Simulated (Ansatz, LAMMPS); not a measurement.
# Molecular dynamics of glassy 68GeO2-32ZnO (mol %) (91 atoms)

How do the atoms of glassy 68GeO2-32ZnO (mol %) (91 atoms) move, and what local order do they keep?

Calculated with Ansatz 0.2.0; Kohn-Sham DFT, PBE, PAW (set soft_2), plane waves.

**1. Set-up**

The cell holds 91 atoms: 23 Ge, 11 Zn and 57 O. Its edges and angles: a = 10.832 Å, b = 10.832 Å, c = 10.832 Å, α = 90.0°, β = 90.0°, γ = 90.0°. 91 atoms (23 Ge, 11 Zn, 57 O) placed at random at 4 g/cm³, melted at 4000 K for 10 ps at fixed volume with the Morse and Coulomb pair potential with partial charges (Pedone, Malavasi, Menziani, Cormack and Segre, J. Phys. Chem. B 110, 11780 (2006)). Quenched from 4000 K to 300 K at 50 K/ps and fixed volume, held 10 ps at zero pressure, then minimised at fixed cell.

Limits known from the start: The quench rate of 50 K/ps is many orders above laboratory rates, so the cell is likely richer in defects and strain than a real sample. The network of bonds at the start is that of the classical potential that made the cell. The Brillouin zone is sampled at Γ only, in a cell whose shortest periodic width is 11 Å.

**2. Dynamics started at 400 K**

A Nosé–Hoover thermostat steers the temperature while disturbing the dynamics little. The time step is 1.0 fs.

File input.yaml:

```yaml
crystal:
  lattice:
    - [10.83187, 0.0, 0.0]
    - [0.0, 10.83187, 0.0]
    - [0.0, 0.0, 10.83187]
  atoms:
    - { symbol: Ge, position: [0.42711, 0.64984, 0.74835] }
    - { symbol: Ge, position: [0.96055, 0.11912, 0.61799] }
    - { symbol: Ge, position: [0.32245, 0.65673, 0.3369] }
    - { symbol: Ge, position: [0.98824, 0.78171, 0.59305] }
    [... 81 atom lines left out ...]
    - { symbol: O, position: [0.7999, 0.0362, 0.01903] }
    - { symbol: O, position: [0.01019, 0.13097, 0.93149] }
    - { symbol: O, position: [0.03339, 0.7884, 0.18626] }
    - { symbol: O, position: [0.52851, 0.13543, 0.43733] }
    - { symbol: O, position: [0.71657, 0.87392, 0.84054] }
    - { symbol: O, position: [0.5894, 0.11513, 0.70514] }
kpoints:
  mp_grid: { grid: [1, 1, 1] }
hamiltonian:
  xc: pbe
scf:
  occupations: { method: fixed }
output:
  forces: true
  stress: true
md:
  timestep: 1.0
  n_steps: 131
  ensemble: nvt_nose_hoover
  temperature: 400
  initial_velocities: maxwell_boltzmann
  seed: 9534
```

Launch:

```console
$ ansatz run input.yaml --threads 4 --pin off --max-ram 8192MiB --backend cpu --events-out ev --progress --plain --runs-dir out
```

Elapsed: 25 min, on 4 threads of AMD EPYC 7R43, shared host; peak memory 2.1 GiB; 1.5 h of CPU time.

The program notes that the SCF threshold is loose for the stress and it switched symmetry off.

The trajectory, sampled:

```
time (fs)  T (K)  potential (meV/atom)  conserved (meV/atom)
      0.0    400                   0.0                  0.00
      9.0    482                 -10.5                  0.00
     17.0    593                 -25.0                 -0.03
     26.0    551                 -20.3                 -0.01
     35.0    438                  -6.9                  0.00
     44.0    413                  -4.6                  0.01
     52.0    513                 -18.4                 -0.03
     61.0    495                 -17.6                  0.00
     70.0    487                 -18.2                 -0.02
     79.0    450                 -14.9                  0.00
     87.0    497                 -22.3                 -0.02
     96.0    508                 -25.3                 -0.01
    105.0    499                 -25.8                 -0.02
    114.0    517                 -29.5                 -0.03
    122.0    479                 -25.9                 -0.02
    131.0    435                 -21.4                 -0.02
```

Mean square displacement from the first frame to the last: Ge 0.025 Å², Zn 0.14 Å², O 0.11 Å².

The mean square displacement by time lag:

```
time lag (fs)  Ge (Å²)   O (Å²)  Zn (Å²)
          1.0   1.4e-5   8.3e-5   1.6e-5
          3.0   1.3e-4   7.4e-4   1.4e-4
          6.0   5.1e-4  0.00293   5.7e-4
          9.0  0.00112  0.00642  0.00129
         14.0  0.00258   0.0145  0.00309
         17.0  0.00367   0.0203  0.00452
         19.0  0.00446   0.0243  0.00561
         22.0  0.00571   0.0304  0.00744
         25.0  0.00702   0.0363  0.00949
         28.0  0.00835   0.0419   0.0118
         30.0  0.00924   0.0453   0.0134
         36.0   0.0118   0.0542   0.0187
         38.0   0.0127   0.0566   0.0205
         41.0   0.0138   0.0599   0.0235
         44.0   0.0150   0.0627   0.0266
         47.0   0.0160   0.0650   0.0297
         49.0   0.0167   0.0663   0.0319
         52.0   0.0176   0.0681   0.0352
         57.0   0.0190   0.0704   0.0408
         60.0   0.0196   0.0715   0.0442
         63.0   0.0202   0.0725   0.0477
         66.0   0.0207   0.0735   0.0513
```

Over the second half of 131 fs the temperature averages 487 K with swings of 26 K r.m.s. The conserved energy stays within 0.04 meV/atom. From first frame to last Zn has the largest mean square displacement, 0.14 Å² at the end; the farthest move is 0.72 Å. The mean temperature of 487 K lies well off the 400 K of the input, so the thermostat hasn't yet brought the run to equilibrium. The count of bonds goes from 137 in the first frame to 139 in the last, by one set of cutoffs: 1 pairs passed out of them and 3 came within. The run spans 0.13 ps, too short for its means to be equilibrium values.

**3. Local order late in the run**

The g(r) is a mean over the second half; what follows it is taken at the last frame.

Density 4.31 g/cm³, 13.97 Å³ an atom.

Mean of 15 frames. g(r), total and by pair (bins of 0.2 Å):

```
r (Å)  total   O-O  O-Ge  O-Zn  Ge-Ge  Ge-Zn  Zn-Zn
 1.60   0.33  0.00  1.04  0.00   0.00   0.00   0.00
 1.80   3.25  0.00  9.39  1.80   0.00   0.00   0.00
 2.00   0.99  0.00  0.78  4.90   0.00   0.00   0.00
 2.20   0.31  0.01  0.10  1.83   0.00   0.00   0.00
 2.40   0.16  0.19  0.05  0.45   0.00   0.00   0.00
 2.60   0.41  0.96  0.05  0.03   0.00   0.00   0.75
 2.80   1.19  2.73  0.09  0.16   0.06   0.43   2.19
 3.00   1.39  2.67  0.21  0.71   0.64   1.60   2.19
 3.20   1.10  1.40  0.43  0.52   2.57   2.48   1.11
 3.40   1.06  0.91  0.67  0.58   2.94   2.98   2.18
 3.60   0.90  0.82  0.86  1.05   0.64   1.32   1.95
 3.80   0.94  0.63  1.37  1.27   0.23   0.63   1.04
 4.00   1.04  0.64  1.60  1.09   0.68   1.01   0.73
 4.20   1.05  0.62  1.52  1.40   1.14   0.55   0.35
 4.40   1.19  0.63  1.65  1.87   1.14   0.86   0.26
 4.60   1.12  0.85  1.50  1.21   0.91   1.16   0.36
 4.80   0.99  0.97  0.91  1.20   1.08   1.01   0.42
 5.00   0.91  1.07  0.71  0.82   1.34   0.67   0.62
 5.20   0.94  1.29  0.66  0.62   0.90   0.83   1.50
```

Bonds by pair of elements; cutoffs follow the first minimum of g(r), held within bounds set by covalent radii, and pairs that aren't listed don't count as bonded:

```
pair A-B  cutoff (Å)  bonds  mean length (Å)  spread (Å)  shortest (Å)  B about A  A about B
    O-Ge        2.27     94             1.80       0.069          1.68       1.65       4.09
    O-Zn         2.5     45             2.04       0.151          1.75      0.789       4.09
```

How many atoms have how many bonded neighbours:

```
element  mean   2   3   4  5
     Ge  4.09   0   0  21  2
      O  2.44  34  21   2  0
     Zn  4.09   0   1   8  2
```

Bond angles, per cent of each kind in bins of 5°:

```
angle (°)  O-Ge-O  O-Zn-O  Ge-O-Zn  Ge-O-Ge  Zn-O-Zn
    65–70     0.0     1.4      0.0      0.0      0.0
    70–75     0.7     1.4      0.0      0.0      0.0
    75–80     1.4     7.0      0.0      0.0      5.3
    80–85     2.1     5.6      0.0      0.0     10.5
    85–90     0.7     8.5      5.8      0.0     15.8
    90–95     5.5    11.3      1.9      0.0      5.3
   95–100     8.9     7.0      3.9      0.0      5.3
  100–105    19.2     9.9      1.9      0.0     10.5
  105–110    19.9     9.9     15.4      5.3      5.3
  110–115    14.4     1.4     11.5      2.6      5.3
  115–120    14.4     5.6     17.3     13.2      5.3
  120–125     6.2     5.6     11.5      0.0     15.8
  125–130     1.4     7.0      9.6     15.8      5.3
  130–135     2.7     5.6      9.6     28.9     10.5
  135–140     0.7     2.8      3.9      7.9      0.0
  140–145     0.7     1.4      3.9      7.9      0.0
  145–150     0.0     4.2      0.0      5.3      0.0
  150–155     0.0     0.0      0.0      7.9      0.0
  155–160     0.7     1.4      1.9      2.6      0.0
  160–165     0.0     1.4      1.9      2.6      0.0
  165–170     0.0     0.0      0.0      0.0      0.0
  170–175     0.7     1.4      0.0      0.0      0.0
```

Bond angles (no mean is given where the spread exceeds 20°):

```
  angle  count  mean (°)  spread (°)
 O-Ge-O    146       109        13.1
 O-Zn-O     71         -           -
Ge-O-Zn     52       119        15.5
Ge-O-Ge     38       133        12.9
Zn-O-Zn     19       105          18
```

Oxygen atoms by the number of network formers (Si, P, Ge, B, Al, As, Ga) bound to them:

```
network formers bound to O  O atoms  per cent
                         0        0         0
                         1       21      36.8
                         2       35      61.4
                         3        1       1.8
```

Network units: each former by its oxygen neighbours and how many of them bridge to another former:

```
former  O neighbours  bridging O  atoms
    Ge             4           1      1
    Ge             4           2      2
    Ge             4           3     12
    Ge             4           4      6
    Ge             5           4      2
```

Bond length by coordination (bonds to H left out):

```
element  coordination  atoms  mean bond length (Å)
     Ge             4     21                  1.79
     Ge             5      2                  1.88
      O             2     34                   1.8
      O             3     21                  1.94
      O             4      2                  2.07
     Zn             3      1                  1.99
     Zn             4      8                  2.02
     Zn             5      2                  2.13
```

Rings of the network by King's shortest-path rule, up to 12 atoms, one path for each pair of neighbours; H, halogens, alkali and alkaline-earth atoms are left out, and the last column divides by all other atoms, bonded or not:

```
ring size (atoms)  rings  per network atom
                4      9             0.099
                6     10              0.11
                8     35             0.385
               10     32             0.352
               12     26             0.286
```

First main peaks of g(r), for some of the pairs, lie near 2.9 Å (O-O), 1.8 Å (O-Ge), 2.0 Å (O-Zn), 3.3 Å (Ge-Ge) and 3.4 Å (Ge-Zn). By these cutoffs 91 % of Ge atoms have 4, 60 % of O atoms have 2 and 73 % of Zn atoms have 4 bonded neighbours. The O-Ge-O angle averages 109° with a spread of 13°. Counting bonds to Ge alone, not to Zn, 61 % of the oxygens join two of these atoms and 37 % one; 2 % join three. The commonest Ge unit has 4 oxygens, 3 of them shared with other formers (12 of 23 atoms). Rings of 8 atoms are the most common (31 % of those counted); sizes run from 4 to 12, where the search stops.

**4. Single point at the last frame**

The last frame is solved once more, with the analyses that the dynamics left out.

File input.yaml:

```yaml
crystal:
  lattice:
    - [10.83187, 0.0, 0.0]
    - [0.0, 10.83187, 0.0]
    - [0.0, 0.0, 10.83187]
  atoms:
    - { symbol: Ge, position: [0.42123, 0.65103, 0.75312] }
    - { symbol: Ge, position: [0.9626, 0.11654, 0.61378] }
    - { symbol: Ge, position: [0.32323, 0.65898, 0.33913] }
    - { symbol: Ge, position: [0.99072, 0.77954, 0.59544] }
    [... 81 atom lines left out ...]
    - { symbol: O, position: [0.80315, 0.02945, 0.02744] }
    - { symbol: O, position: [0.04798, 0.12491, 0.92039] }
    - { symbol: O, position: [0.03705, 0.80326, 0.19258] }
    - { symbol: O, position: [0.5254, 0.12858, 0.44198] }
    - { symbol: O, position: [0.72631, 0.86865, 0.84606] }
    - { symbol: O, position: [0.58756, 0.0957, 0.70685] }
kpoints:
  mp_grid: { grid: [1, 1, 1] }
hamiltonian:
  xc: pbe
scf:
  occupations: { method: fixed }
output:
  forces: true
  stress: true
  populations: true
  dos:
    method: { smearing: { sigma: 0.08 } }
    de: 0.1
    projected: { site_lists: { Ge: [Ge], O: [O], Zn: [Zn] } }
  eigenvalues: true
  write_density: true
  write_potential: true
  volumetric_format: npy
```

Wall time 24 s (4 threads); peak memory 2 GiB.

The run gave:

* free energy: -167622.6128 eV
* free energy per atom: -1842.0067 eV/atom
* SCF cycles: 10
* pressure: -0.08301 GPa
* r.m.s. force component: 0.8925 eV/Å
* longest force: 2.957 eV/Å
* Fermi energy: 4.857 eV
* gap (highest filled to lowest empty level): 1.232 eV
* spilling of the projection: 0.005847

Neighbours are counted within 2.27 Å (O-Ge), 2.50 Å (O-Zn), the cutoffs taken from the dynamics.

Length of the force by element and coordination:

```
element  coordination  atoms  mean length of the force (eV/Å)  spread  least   most
     Ge           all     23                             2.11   0.628  0.596   2.96
     Ge             4     21                             2.15   0.542   1.16   2.96
     Ge             5      2                             1.73    1.14  0.596   2.87
      O           all     57                             1.18   0.471  0.406   2.39
      O             2     34                             1.17   0.495  0.406   2.39
      O             3     21                             1.23   0.434  0.464   2.01
      O             4      2                            0.860   0.234  0.625   1.09
     Zn           all     11                            0.969   0.547  0.325   2.03
     Zn             3      1                            0.618       0  0.618  0.618
     Zn             4      8                            0.966   0.552  0.325   2.03
     Zn             5      2                             1.15   0.577  0.577   1.73
```

Löwdin charges by element and coordination (they lack the spilled electrons, 0.051 e an atom on average):

```
element  coordination  atoms  mean charge (e)  spread   least    most
     Ge           all     23             1.51  0.0368    1.44    1.59
     Ge             4     21             1.52  0.0367    1.44    1.59
     Ge             5      2             1.48    0.01    1.47    1.49
      O           all     57           -0.816   0.104   -1.01  -0.653
      O             2     34           -0.761   0.066  -0.946  -0.684
      O             3     21           -0.889  0.0985   -1.01  -0.653
      O             4      2           -0.982  0.0036  -0.985  -0.978
     Zn           all     11             1.48   0.014    1.46    1.52
     Zn             3      1             1.46       0    1.46    1.46
     Zn             4      8             1.48  0.0148    1.47    1.52
     Zn             5      2             1.49  0.0013    1.49    1.49
```

States in the cell by windows of 1 eV, zero at the Fermi level; the larger projections on atomic orbitals stand beside the total:

```
from (eV)  to (eV)  total   O p  Zn d  Ge p  Ge s   O s
      -18      -17   50.1   0.4   0.2   6.9   1.0  39.5
      -17      -16   22.2   0.2   0.2   2.5   0.4  18.1
      -16      -11    0.0   0.0   0.0   0.0   0.0   0.0
      -11      -10    0.1   0.1   0.0   0.0   0.0   0.0
      -10       -9    9.6   5.3   0.1   0.3   3.2   0.5
       -9       -8   13.3   7.4   0.3   0.6   3.9   0.9
       -8       -7   15.0   8.5   0.9   1.0   3.2   1.1
       -7       -6   25.9  13.0   7.9   2.3   1.3   0.7
       -6       -5   80.5  29.6  42.2   6.2   0.5   0.6
       -5       -4   69.4  23.0  39.3   3.9   0.4   1.0
       -4       -3   53.0  36.2   8.5   4.0   0.4   2.0
       -3       -2   65.7  55.2   4.5   2.6   0.3   1.4
       -2       -1   80.0  73.2   3.4   1.2   0.2   0.7
       -1        0   39.1  35.5   2.0   0.5   0.1   0.3
        0        1    0.5   0.4   0.1   0.0   0.0   0.0
        1        2    2.0   0.4   0.0   0.0   0.8   0.4
        2        3    4.6   1.4   0.0   0.4   1.7   0.6
        3        4   11.8   3.5   0.0   1.3   4.0   1.4
        4        5   21.7   5.7   0.1   3.3   5.9   2.3
```

The curve was stored every 0.10 eV, coarse against its broadening of 0.08 eV, so these counts are rough.

With fixed occupations the program's Fermi level is the highest filled level; weight inside the gap is the broadening of levels at its edges.

Between -26 and -18 eV lie 272 more states.

The levels nearest the highest filled one (over half full), pooled over k-points and spins:

```
level less the highest filled one (eV)  occupation
                                -0.382           2
                                -0.244           2
                                -0.179           2
                                -0.163           2
                               -0.0882           2
                                     0           2
                                  1.23           0
                                  2.88           0
                                  2.95           0
                                  3.07           0
                                  3.35           0
                                  3.39           0
```

Mean Löwdin charges: Ge +1.51, O -0.82, Zn +1.48 e (they miss 0.58 % of the electrons, so they add up to more than the cell's charge). The largest share in the top eV of filled states is O p (92 % of the projected weight), and in the lowest eV of empty states Ge s (38 % of the projected weight).

**5. What came out**

| Quantity | Value |
| --- | --- |
| mean temperature, second half | 487.2 K |
| temperature swing, second half | 25.65 K |
| mean pressure, second half | 1.136 GPa |
| slope of the conserved energy against time, by least squares | -0.1163 meV/atom/ps |
| free energy per atom | -1842.0067 eV/atom |
| pressure | -0.08301 GPa |
| r.m.s. force component | 0.8925 eV/Å |
| gap (highest filled to lowest empty level) | 1.232 eV |
| wall time of the 2 DFT runs | 25 min |

What this shows: Over the second half of 131 fs the temperature averages 487 K with swings of 26 K r.m.s. The conserved energy stays within 0.04 meV/atom. The mean temperature of 487 K lies well off the 400 K of the input, so the thermostat hasn't yet brought the run to equilibrium. The count of bonds goes from 137 in the first frame to 139 in the last, by one set of cutoffs: 1 pairs passed out of them and 3 came within. The run spans 0.13 ps, too short for its means to be equilibrium values. With the cutoffs above, 91 % of Ge atoms have 4, 60 % of O atoms have 2 and 73 % of Zn atoms have 4 bonded neighbours. Counting bonds to Ge alone, not to Zn, 61 % of the oxygens join two of these atoms and 37 % one; 2 % join three.

Between filled and empty levels lie 1.23 eV (at Γ alone); a semilocal functional tends to put such gaps too low. In a disordered cell it changes from sample to sample, and tail or defect levels can set it.

What to keep in mind: The network of bonds at the start is that of the classical potential that made the cell; in DFT 1 of its 137 bonded pairs passed out of the cutoffs and 3 came within them. The pressure of a single frame lacks the kinetic term, about 0.48 GPa here.

[Logs are printed without paths, hosts, clocks, repeated set-up lines and the standing remarks that a program may print on its own settings, such as how far it seeks lower states.]

[Hosts, paths, dates, database ids (printed as entryN), source tags and the programs' standing remarks are cut or masked in the printed files.]
